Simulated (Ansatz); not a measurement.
# La on Cr(110): change of the work function, part 2 of 2

How does one ordered layer of La (longbridge site) change the work function of Cr(110), and what dipole does each adsorbate carry?

Ansatz 0.2.0; plane-wave DFT, PBE-D3(BJ), Ansatz PAW.

So far, work function, upper face (eV): step 2 (the clean slab) 4.77; step 3 (adsorbate added) 2.57; step 5 (the covered slab, atoms frozen) 2.57; step 6 (the substrate alone) 4.81; step 7 (the adsorbate layer alone) 2.90.

## (9) Varying the input: efield.amplitude = -0.1

This step: plane-wave DFT, PBE-D3(BJ), Ansatz PAW (Ansatz 0.2.0).

System of this step: La/Cr(110). The cell holds 17 atoms: 16 Cr and 1 La. Cell: a = 4.988 Å, b = 4.988 Å, c = 27.241 Å, α = 90.0°, β = 90.0°, γ = 70.5°. Vacuum lies along c.

A run with a changed input: it repeats the earlier run at 0.25 ML with efield.amplitude to -0.1; its output block differs too.

Contents of input.yaml:

```yaml
crystal:
  lattice:
    - [4.0729350596, -2.88, 0.0]
    - [4.0729350596, 2.88, 0.0]
    - [0.0, 0.0, 27.2405063722]
  atoms:
    - { symbol: Cr, position: [0.0, 0.0, 0.330390334] }
    - { symbol: Cr, position: [0.25, 0.25, 0.4051491326] }
    - { symbol: Cr, position: [0.0, 0.0, 0.4778710292] }
    - { symbol: Cr, position: [0.25, 0.25, 0.5471659304] }
    - { symbol: Cr, position: [0.0, 0.5, 0.330390334] }
    - { symbol: Cr, position: [0.25, 0.75, 0.4051491326] }
    - { symbol: Cr, position: [0.0, 0.5, 0.4778710292] }
    - { symbol: Cr, position: [0.25, 0.75, 0.5471659304] }
    - { symbol: Cr, position: [0.5, 0.0, 0.330390334] }
    - { symbol: Cr, position: [0.75, 0.25, 0.4051491326] }
    - { symbol: Cr, position: [0.5, 0.0, 0.4778710292] }
    - { symbol: Cr, position: [0.75, 0.25, 0.5471659304] }
    - { symbol: Cr, position: [0.5, 0.5, 0.330390334] }
    - { symbol: Cr, position: [0.75, 0.75, 0.4051491326] }
    - { symbol: Cr, position: [0.5, 0.5, 0.4778710292] }
    - { symbol: Cr, position: [0.75, 0.75, 0.5471659304] }
    - { symbol: La, position: [0.0, 0.0, 0.669609666] }
kpoints:
  mp_grid: { grid: [7, 7, 1] }
hamiltonian:
  xc: pbe
  dispersion: d3bj
scf:
  occupations: { method: fermi_dirac, width: 0.1 }
  convergence: { dr2_threshold: 1.0e-08 }
efield:
  axis: 3
  dipole_correction: true
  ramp_position: 0.97
  ramp_width: 0.06
  amplitude: -0.1
relax:
  f_tol: 0.02
  max_steps: 60
  constraints: [{ sites: [0, 1, 4, 5, 8, 9, 12, 13] }]
output:
  bader: true
  dos: { projected: true, e_range: [-8, 4] }
  write_potential: true
  write_density: true
  volumetric_format: npy
```

Run with:

```console
> ansatz run input.yaml --threads 4 --pin off --max-ram 6144MiB --backend cpu --events-out ev --progress --plain --runs-dir out
```

Elapsed: 24 min, on 4 threads of Arm Neoverse N1, shared host; peak memory 3.3 GiB; 1.5 h of CPU time.

The steps of the relaxation:

| step | energy less that of the first step (eV) | largest force component (eV/Å) |
| --- | --- | --- |
| 1 | 0.0000 | 1.6994 |
| 2 | -0.2201 | 1.8872 |
| 3 | -0.7030 | 2.1631 |
| 4 | -1.1528 | 1.8578 |
| 5 | -1.4592 | 1.0218 |
| 6 | -1.5675 | 0.1484 |
| 7 | -1.5775 | 0.0450 |
| 8 | -1.5783 | 0.0298 |
| 9 | -1.5784 | 0.0047 |

The run keeps the 4 symmetry operations that the program found, so distortions that break them were not tested.

The atoms that moved most (Å):

| atom | dx | dy | dz | length |
| --- | --- | --- | --- | --- |
| La17 | 0.000 | 0.000 | -1.008 | 1.008 |
| Cr16 | 0.007 | 0.000 | 0.063 | 0.064 |
| Cr4 | -0.007 | 0.000 | 0.063 | 0.064 |
| Cr12 | 0.000 | 0.034 | 0.012 | 0.036 |
| Cr8 | 0.000 | -0.034 | 0.012 | 0.036 |
| Cr3 | 0.000 | 0.000 | -0.015 | 0.015 |
| Cr7 | 0.000 | 0.000 | -0.012 | 0.012 |
| Cr11 | 0.000 | 0.000 | -0.012 | 0.012 |

Final coordinates:

```xyz
17
Lattice="4.0729 -2.8800 0.0000 4.0729 2.8800 0.0000 0.0000 0.0000 27.2405" Properties=species:S:1:pos:R:3
Cr    0.0000    0.0000    9.0000
Cr    2.0365    0.0000   11.0365
Cr    0.0000    0.0000   13.0025
Cr    2.0293    0.0000   14.9685
Cr    2.0365    1.4400    9.0000
Cr    4.0729    1.4400   11.0365
Cr    2.0365    1.4400   13.0056
Cr    4.0729    1.4058   14.9173
Cr    2.0365   -1.4400    9.0000
Cr    4.0729   -1.4400   11.0365
Cr    2.0365   -1.4400   13.0056
Cr    4.0729   -1.4058   14.9173
Cr    4.0729    0.0000    9.0000
Cr    6.1094    0.0000   11.0365
Cr    4.0729    0.0000   13.0281
Cr    6.1166    0.0000   14.9685
La    0.0000    0.0000   17.2328
```

This step gave:

- energy at zero smearing: -60291.5084 eV
- dipole along the normal: 0.1335 e·Å

The density of states has structure finer than the step of the table below, so its rows give means over 0.5 eV. Peaks (eV: height): -2.26: 45.8, -1.77: 46.8, 1.23: 58.0, 1.29: 60.2, 1.35: 58.6, 1.47: 77.2, 1.71: 84.4.

The density of states by energy, zero at the Fermi level; means over each step:

| energy (eV) | density of states (states/eV a cell) |
| --- | --- |
| -7.5 | 0.0956 |
| -7.0 | 0.911 |
| -6.5 | 0.952 |
| -6.0 | 1.50 |
| -5.5 | 2.20 |
| -5.0 | 2.67 |
| -4.5 | 4.78 |
| -4.0 | 13.3 |
| -3.5 | 17.9 |
| -3.0 | 17.9 |
| -2.5 | 17.5 |
| -2.0 | 30.1 |
| -1.5 | 29.0 |
| -1.0 | 28.0 |
| -0.5 | 17.8 |
| 0.0 | 19.0 |
| 0.5 | 28.1 |
| 1.0 | 42.3 |
| 1.5 | 54.2 |

Projected DOS per atom over height of the atomic layer and energy from the Fermi level. Layers: Cr4 Cr4 Cr4 Cr4 La from below.

Ten even steps from '_' (0.0 states/eV) to '@' (23.5 states/eV), each cell a mean:
```
________@@
........::
__..______
__________
__________
__________
..________
__________
__________
__________
__________
__________
__________
__________
__________
__________
__________
__________
__________
__________
__________
__________
```
Columns: height of the atomic layer (Å) from 9 to 17.2 (not evenly spaced); rows upwards: energy from the Fermi level (eV) from -7.96 to 1.95.

| quantity | this run | earlier run | difference |
| --- | --- | --- | --- |
| dipole along the normal (e·Å) | 0.1335 | 0.3000 | -0.17 |

The applied field differs between the two, so the dipoles differ in any case.

## (10) A changed input: efield.amplitude = 0.3

System of this step: Cr(110). The cell holds 4 atoms: 4 Cr. Cell: a = 2.494 Å, b = 2.494 Å, c = 24.109 Å, α = 90.0°, β = 90.0°, γ = 70.5°. Vacuum lies along c.

Another changed input: it repeats the earlier run at 0 ML with efield.amplitude to 0.3.

Contents of input.yaml:

```yaml
crystal:
  lattice:
    - [2.0364675298, -1.44, 0.0]
    - [2.0364675298, 1.44, 0.0]
    - [0.0, 0.0, 24.1094025895]
  atoms:
    - { symbol: Cr, position: [0.0, 0.0, 0.3732983415] }
    - { symbol: Cr, position: [0.5, 0.5, 0.4577661138] }
    - { symbol: Cr, position: [0.0, 0.0, 0.5422338862] }
    - { symbol: Cr, position: [0.5, 0.5, 0.6267016585] }
kpoints:
  mp_grid: { grid: [13, 13, 1] }
hamiltonian:
  xc: pbe
  dispersion: d3bj
scf:
  occupations: { method: fermi_dirac, width: 0.1 }
  convergence: { dr2_threshold: 1.0e-08 }
efield:
  axis: 3
  dipole_correction: true
  ramp_position: 0.97
  ramp_width: 0.06
  amplitude: 0.3
relax:
  f_tol: 0.02
  max_steps: 60
  constraints: [{ sites: [0, 1] }]
output:
  write_potential: true
  write_density: true
  volumetric_format: npy
```

The job ended after 50 s (4 threads; peak memory 0.54 GiB; 3.3 min of CPU time).

Relaxation path:

| step | energy less that of the first step (eV) | largest force component (eV/Å) |
| --- | --- | --- |
| 1 | 0.0000 | 0.8496 |
| 2 | -0.0680 | 0.3690 |
| 3 | -0.0796 | 0.0118 |

Forces are held to the 4 operations that the program found; a distortion that breaks them can't arise in this run.

The atoms that moved most (Å):

| atom | dx | dy | dz | length |
| --- | --- | --- | --- | --- |
| Cr4 | 0.000 | 0.000 | -0.205 | 0.205 |
| Cr3 | 0.000 | 0.000 | -0.055 | 0.055 |

Final coordinates:

```xyz
4
Lattice="2.0365 -1.4400 0.0000 2.0365 1.4400 0.0000 0.0000 0.0000 24.1094" Properties=species:S:1:pos:R:3
Cr    0.0000    0.0000    9.0000
Cr    2.0365    0.0000   11.0365
Cr    0.0000    0.0000   13.0181
Cr    2.0365    0.0000   14.9042
```

Numbers from this step:

| Item | Value |
| --- | --- |
| energy at zero smearing | -13509.9135 eV |
| dipole along the normal | 0.1002 e·Å |

| quantity | this run | earlier run | difference |
| --- | --- | --- | --- |
| dipole along the normal (e·Å) | 0.1002 | 0.005063 | 0.095 |

The applied field differs between the two, so the dipoles differ in any case.

## (11) Results

| Item | Value |
| --- | --- |
| work function of the clean face | 4.77 eV |
| work function at 0.25 ML | 2.57 eV |
| dipole per adsorbate at 0.25 ML, positive end outwards | 1.34 D |
| step of the potential from the moved charge at 0.25 ML, upper less lower side, atoms held | -2.20 eV |

La lowers the work function of Cr(110) at the lowest coverage, by 2.20 eV: the adsorbate layer has its positive end outwards. One coverage alone was completed, so no trend follows. The slab has 4 layers, at the tabulated experimental lattice constant, one starting site was run, and quantum-size effects of a slab this thin can reach one or two tenths of an eV. The main runs have no spin polarisation; a magnetic state could lie lower and would change these results.

[Long decimals in the printed logs are rounded to 6 places.]

[Logs are printed without paths, hosts, clocks, repeated set-up lines and the standing remarks that a program may print on its own settings, such as how far it seeks lower states.]

[Hosts, paths, dates, database ids (printed as entryN), source tags and the programs' standing remarks are cut or masked in the printed files.]

[Maps of the electrostatic potential energy from Ansatz leave out the sawtooth potential of an applied field or a dipole correction, so their vacuum need not be flat; planar profiles and work functions include it.]

[The density of states shown here was stored with 400 of the rows of the run's finer table, so its peaks can read low, often by over a quarter, or be missed, and its means over a window can be off by a tenth or more.]
